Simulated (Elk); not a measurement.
## Optical response of HfMoC2

Aim: the dielectric function of HfMoC2, and the optical constants that follow from it.

Method: DFT, PBEsol, all-electron APW+lo, Dirac cores, scalar-relativistic bands, independent-particle optical response without local fields, in Elk 11.2.3 (patched build).

### Step 1. The starting structure

The structure is tetragonal, space group P4/mmm (No. 123). Conventional cell: a = 3.191 Å, b = 3.191 Å, c = 4.485 Å, α = 90.00°, β = 90.00°, γ = 90.00°. Hf has 6 C at 2.24 to 2.26 Å nearest. Mo has 6 C at 2.24 to 2.26 Å nearest. Nearest to C lie 2 Mo at 2.24 Å and 4 Hf at 2.26 Å. C has 2 Hf at 2.24 Å and 4 Mo at 2.26 Å nearest. Farther neighbours are not listed.

### Step 2. Ground state

First the ground state: is it a metal or has it a gap?

This step: DFT, PBEsol, all-electron APW+lo, Dirac cores, scalar-relativistic bands, ground state (Elk 11.2.3 (patched build)).

File elk.in:

```
tasks
  0
  120

xctype
  22

nempty
  14

lorbcnd
  .true.

rgkmax
  7.0

swidth
  0.0018375

maxscl
  100

epsengy
  1e-05

sppath
  './'

avec
  6.0309154178 0.0000000000 0.0000000000
  0.0000000000 6.0309154178 0.0000000000
  0.0000000000 0.0000000000 8.4757315840

atoms
  3
  'Hf.in'
  1
  0.0000000000 0.0000000000 0.0000000000   0.000 0.000 0.000
  'Mo.in'
  1
  0.5000000000 0.5000000000 0.5000000000   0.000 0.000 0.000
  'C.in'
  2
  0.5000000000 0.5000000000 0.0000000000   0.000 0.000 0.000
  0.0000000000 0.0000000000 0.5000000000   0.000 0.000 0.000

ngridk
  8 8 6

vkloff
  0.5000 0.5000 0.5000
```

The run is started by

```console
$ OMP_NUM_THREADS=2 elk
```

Numbers of over 12 decimals in the logs are rounded to 6 here.

The log of the run:

```text
┌─────────────────────────┐
│ Elk code version 11.2.3 │
└─────────────────────────┘

All units are atomic (Hartree, Bohr, etc.)

┌─────────────────────────────────────────────────┐
│ Ground-state run starting from atomic densities │
└─────────────────────────────────────────────────┘

Lattice vectors :
   6.030915418       0.000000000       0.000000000
   0.000000000       6.030915418       0.000000000
   0.000000000       0.000000000       8.475731584

Reciprocal lattice vectors :
   1.041829452       0.000000000       0.000000000
   0.000000000       1.041829452       0.000000000
   0.000000000       0.000000000      0.7413148051

Unit cell volume      :    308.2788072
Brillouin zone volume :   0.8046294706

Muffin-tin inner radius fraction :   0.1000000000E-01

Nuclei treated as point charges

Species : 1 (Hf)
 parameters loaded from : Hf.in
 name : hafnium
 nuclear charge    :   -72.00000000
 electronic charge :    72.00000000
 atomic mass :    325367.3659
 muffin-tin radius :    2.549135699
 number of radial points in muffin-tin :   1393
 inner part over the whole radius :   0.9975618462E-02
 number on inner part of muffin-tin    :    997
 approximate nuclear radius :   0.1000320365E-03
 number of mesh points to nuclear radius :    521
 atomic positions (lattice), magnetic fields (Cartesian) :
  1 :   0.00000000  0.00000000  0.00000000    0.00000000  0.00000000  0.00000000

Species : 2 (Mo)
 parameters loaded from : Mo.in
 name : molybdenum
 nuclear charge    :   -42.00000000
 electronic charge :    42.00000000
 atomic mass :    174887.9214
 muffin-tin radius :    2.568800283
 number of radial points in muffin-tin :   1193
 inner part over the whole radius :   0.9932388801E-02
 number on inner part of muffin-tin    :    848
 approximate nuclear radius :   0.8334154960E-04
 number of mesh points to nuclear radius :    420
 atomic positions (lattice), magnetic fields (Cartesian) :
  1 :   0.50000000  0.50000000  0.50000000    0.00000000  0.00000000  0.00000000

Species : 3 (C)
 parameters loaded from : C.in
 name : carbon
 nuclear charge    :   -6.000000000
 electronic charge :    6.000000000
 atomic mass :    21894.16674
 muffin-tin radius :    1.619065509
 number of radial points in muffin-tin :    593
 inner part over the whole radius :   0.9762055852E-02
 number on inner part of muffin-tin    :    404
 approximate nuclear radius :   0.4747601631E-04
 number of mesh points to nuclear radius :    167
 atomic positions (lattice), magnetic fields (Cartesian) :
  1 :   0.50000000  0.50000000  0.00000000    0.00000000  0.00000000  0.00000000
  2 :   0.00000000  0.00000000  0.50000000    0.00000000  0.00000000  0.00000000

Total number of atoms per unit cell :    4
Total muffin-tin volume :    175.9446957
 ratio of muffin-tin to unit cell volume :   0.5707323747

Spin treatment :
 spin-unpolarised

Number of Bravais lattice symmetries :   16
Number of crystal symmetries         :   16
Crystal has inversion symmetry
Real symmetric eigensolver will be used

k-point grid :      8     8     6
k-point offset :   0.5000000000      0.5000000000      0.5000000000
k-point set is reduced with full crystal symmetry group
Total number of k-points :       30

Muffin-tin radius times maximum |G+k| :    7.000000000
 using average radius
Maximum |G+k| for APW functions       :    3.350858723
Maximum (1/2)|G+k|²                   :    5.614127091
Maximum |G| for potential and density :    12.00000000
Constant for pseudocharge density :    8
 order of it for each species :   15  15  15
 order of it for pair densities of each species (exact exchange by exxq0 0: 15) :   14  15   4
Radial integration step length :    1

G-vector grid sizes :     24    24    35
Number of G-vectors :     9013

Maximum angular momentum used for
 APW functions            :    8
 outer part of muffin-tin :    6
 inner part of muffin-tin :    2

Total nuclear charge    :   -126.0000000
Total core charge       :    78.00000000
Total valence charge    :    48.00000000
Total excess charge     :    0.000000000
Total electronic charge :    126.0000000

Effective Wigner radius, rₛ :   0.8359138196

Number of empty states         :     56
Total number of valence states :     81
Total number of core states    :     78

Conduction state local-orbitals added automatically
Third-order local-orbitals added for an l without core states : F
Total number of local-orbitals :    251

Exchange-correlation functional :     22     0     0
 PBEsol, Phys. Rev. Lett. 100, 136406 (2008)
 gradient requirement :    1
 generalised gradient approximation (GGA)

Smearing type :    3
 Fermi-Dirac
Smearing width :   0.1837500000E-02
Effective electronic temperature (K) :    580.2366081

Mixing type :    3
 Broyden mixing, J. Phys. A: Math. Gen. 17, L317 (1984)

Kohn-Sham potential initialised from atomic data

┌──────────────────────────────┐
│ Self-consistent loop started │
└──────────────────────────────┘

┌─────────────────┐
│ Loop number : 1 │
└─────────────────┘

Energies :
 Fermi                       :     0.330253
 sum of occupied eigenvalues :     -11669.674018152
 electron kinetic            :      21139.629333421
 core electron kinetic       :      20504.890987236
 Coulomb                     :     -39919.746193736
 Coulomb potential           :     -32251.614816931
 nuclear-nuclear             :     -1917.0648361658
 electron-nuclear            :     -43794.405355662
 Hartree                     :      5791.7239980911
 Madelung                    :     -23793.938785271
 xc potential                :     -557.68853464163
 exchange                    :     -429.16218670797
 correlation                 :     -7.820413
 electron entropic           :    -0.20079625605886E-03
 total energy                :     -19217.099661182

Density of states at Fermi energy :    17.52711361
 (states/Hartree/unit cell)

Estimated indirect band gap :   0.9464928751E-02
 from k-point 7 to k-point 25
Estimated direct band gap   :   0.2385789642E-01
 at k-point 3

Charges :
 core                        :    78.00000000
 valence                     :    48.00000000
 interstitial                :    5.978240559
 muffin-tins (core leakage)
  species : 1 (Hf)
   atom 1                    :    70.11068922     (  0.2211545166E-05)
  species : 2 (Mo)
   atom 1                    :    38.78273181     (  0.1080809788E-06)
  species : 3 (C)
   atom 1                    :    5.614585881     (  0.1811910540E-04)
   atom 2                    :    5.513752526     (  0.1806613220E-04)
 total in muffin-tins        :    120.0217594
 total calculated charge     :    125.9985531
 total charge                :    126.0000000
 error                       :   0.1446855869E-02

┌─────────────────┐
│ Loop number : 2 │
└─────────────────┘

Energies :
 Fermi                       :     0.331128
 sum of occupied eigenvalues :     -11669.814163444
 electron kinetic            :      21139.852061077
 core electron kinetic       :      20504.755065982
 Coulomb                     :     -39920.196557966
 Coulomb potential           :     -32251.378742389
 nuclear-nuclear             :     -1917.0648361658
 electron-nuclear            :     -43795.559358822
 Hartree                     :      5792.4276370216
 Madelung                    :     -23794.507186772
 xc potential                :     -558.28748213209
 exchange                    :     -429.17441949459
 correlation                 :     -7.821361
 electron entropic           :    -0.20795983114431E-03
 total energy                :     -19217.340485065

Density of states at Fermi energy :    17.96717068
 (states/Hartree/unit cell)

Estimated indirect band gap :   0.8213839897E-02
 from k-point 7 to k-point 25
Estimated direct band gap   :   0.2379528259E-01
 at k-point 3

Charges :
 core                        :    78.00000000
 valence                     :    48.00000000
 interstitial                :    5.979421739
 muffin-tins (core leakage)
  species : 1 (Hf)
   atom 1                    :    70.10710887     (  0.2207321081E-05)
  species : 2 (Mo)
   atom 1                    :    38.83434361     (  0.1056464747E-06)
  species : 3 (C)
   atom 1                    :    5.588436833     (  0.1815338542E-04)
   atom 2                    :    5.490688952     (  0.1809748026E-04)
 total in muffin-tins        :    120.0205783
 total calculated charge     :    125.9985745
 total charge                :    126.0000000
 error                       :   0.1425467157E-02

RMS change in Kohn-Sham potential (target) :    2.128032233     (  0.1000000000E-05)
Absolute change in total energy (target)   :   0.2408238832     (  0.1000000000E-04)

[... 17 loops left out ...]

┌──────────────────┐
│ Loop number : 20 │
└──────────────────┘

Energies :
 Fermi                       :     0.455535
 sum of occupied eigenvalues :     -11659.642160043
 electron kinetic            :      21153.611694716
 core electron kinetic       :      20505.595175467
 Coulomb                     :     -39932.739553930
 Coulomb potential           :     -32237.616993450
 nuclear-nuclear             :     -1917.0648361658
 electron-nuclear            :     -43835.313153300
 Hartree                     :      5819.6384355357
 Madelung                    :     -23813.931057205
 xc potential                :     -575.63686130922
 exchange                    :     -429.69434747652
 correlation                 :     -7.852661
 electron entropic           :    -0.62829908747082E-03
 total energy                :     -19216.675495595

Density of states at Fermi energy :    59.06700594
 (states/Hartree/unit cell)

Estimated indirect band gap :   0.1745715325E-02
 from k-point 13 to k-point 12
Estimated direct band gap   :   0.5799529096E-02
 at k-point 13

Charges :
 core                        :    78.00000000
 valence                     :    48.00000000
 interstitial                :    5.818992948
 muffin-tins (core leakage)
  species : 1 (Hf)
   atom 1                    :    70.19007830     (  0.2046476517E-05)
  species : 2 (Mo)
   atom 1                    :    40.49959592     (  0.6259385188E-07)
  species : 3 (C)
   atom 1                    :    4.769257572     (  0.1848665701E-04)
   atom 2                    :    4.722075261     (  0.1834750625E-04)
 total in muffin-tins        :    120.1810071
 total calculated charge     :    125.9991970
 total charge                :    126.0000000
 error                       :   0.8030260415E-03

RMS change in Kohn-Sham potential (target) :   0.6472697993E-06 (  0.1000000000E-05)
Absolute change in total energy (target)   :   0.8985069144E-05 (  0.1000000000E-04)

Convergence targets achieved

┌──────────────────┐
│ Loop number : 21 │
└──────────────────┘

Energies :
 Fermi                       :     0.455535
 sum of occupied eigenvalues :     -11659.642157953
 electron kinetic            :      21153.611690380
 core electron kinetic       :      20505.595174145
 Coulomb                     :     -39932.739548758
 Coulomb potential           :     -32237.616993069
 nuclear-nuclear             :     -1917.0648361658
 electron-nuclear            :     -43835.313142776
 Hartree                     :      5819.6384301842
 Madelung                    :     -23813.931052223
 xc potential                :     -575.63685526408
 exchange                    :     -429.69434719000
 correlation                 :     -7.852661
 electron entropic           :    -0.62829863172614E-03
 total energy                :     -19216.675494463

Density of states at Fermi energy :    59.06698804
 (states/Hartree/unit cell)

Estimated indirect band gap :   0.1745694904E-02
 from k-point 13 to k-point 12
Estimated direct band gap   :   0.5799522113E-02
 at k-point 13

Charges :
 core                        :    78.00000000
 valence                     :    48.00000000
 interstitial                :    5.818993212
 muffin-tins (core leakage)
  species : 1 (Hf)
   atom 1                    :    70.19007864     (  0.2046476112E-05)
  species : 2 (Mo)
   atom 1                    :    40.49959473     (  0.6259248408E-07)
  species : 3 (C)
   atom 1                    :    4.769257816     (  0.1848665672E-04)
   atom 2                    :    4.722075609     (  0.1834750506E-04)
 total in muffin-tins        :    120.1810068
 total calculated charge     :    125.9991970
 total charge                :    126.0000000
 error                       :   0.8030262969E-03

┌──────────────────────────────┐
│ Self-consistent loop stopped │
└──────────────────────────────┘

Wrote STATE.OUT
```

Run time: 37 s. Hardware: 2 threads of Arm Neoverse V2, shared host; peak memory 0.12 GiB.

Numbers from this step:

- total energy: -19217 Ha
- Fermi energy: 12.40 eV
- DOS at the Fermi level: 2.171 states/eV/cell

There are states at the Fermi level within the smearing, so the occupations stay smeared and the carriers get a Drude term.

### Step 3. Independent particles

The spectrum is a sum over vertical transitions between filled and empty bands at the fixed density, so many empty bands are needed.

This step: DFT, PBEsol, all-electron APW+lo, Dirac cores, scalar-relativistic bands, independent-particle optical response without local fields (Elk 11.2.3 (patched build)).

Changes to elk.in since step 2:

```diff
@@ -1,4 +1,10 @@
 tasks
-  0
-  120
+  121
+
+optcomp
+  1 1
+  3 3
+
+intraband
+  .true.
 
@@ -17,9 +23,7 @@
 swidth
-  0.0018375
+  0.0110248
 
-maxscl
-  100
-
-epsengy
-  1e-05
+wplot
+  400 100 0
+  0.0 0.55124
```

The run is started by

```console
$ OMP_NUM_THREADS=2 elk
```

The log of the run:

```text
┌─────────────────────────────────┐
│ Elk code version 11.2.3 started │
└─────────────────────────────────┘

Info(readinput): the functional depends on the density's gradient
 muffin-tin radial points multiplied by    2.00000
 (not where nrmtscf is given)

┌────────────────────┐
│ Current task : 121 │
└────────────────────┘
Info(checkmt): changed muffin-tin radius of species 1 (Hf) from   2.8000 to   2.5491
Info(checkmt): changed muffin-tin radius of species 2 (Mo) from   2.6000 to   2.5688
Info(checkmt): changed muffin-tin radius of species 3 (C) from   1.8000 to   1.6191

Info(dielectric):
 dielectric tensor written to EPSILON_ij.OUT
 optical conductivity written to SIGMA_ij.OUT
 plasma frequency written to PLASMA_ij.OUT
 for components
  i = 1, j = 1
  i = 3, j = 3

┌──────────────────┐
│ Elk code stopped │
└──────────────────┘
```

Run time: 7.9 s. Hardware: 2 threads; peak memory 0.03 GiB; 17 s of CPU time.

Read-outs, printed or worked out from the files:

| Quantity | Value |
| --- | --- |
| Drude plasma energy, first axis | 5.403 eV |

(Part 1 of 2 ends here.)

[Machine, clock and banner lines and Python warnings are left out of the logs.]

[Logs are printed without paths, hosts, clocks, repeated set-up lines and the standing remarks that a program may print on its own settings, such as how far it seeks lower states.]

[Hosts, paths, dates, database ids (printed as entryN), source tags and the programs' standing remarks are cut or masked in the printed files.]
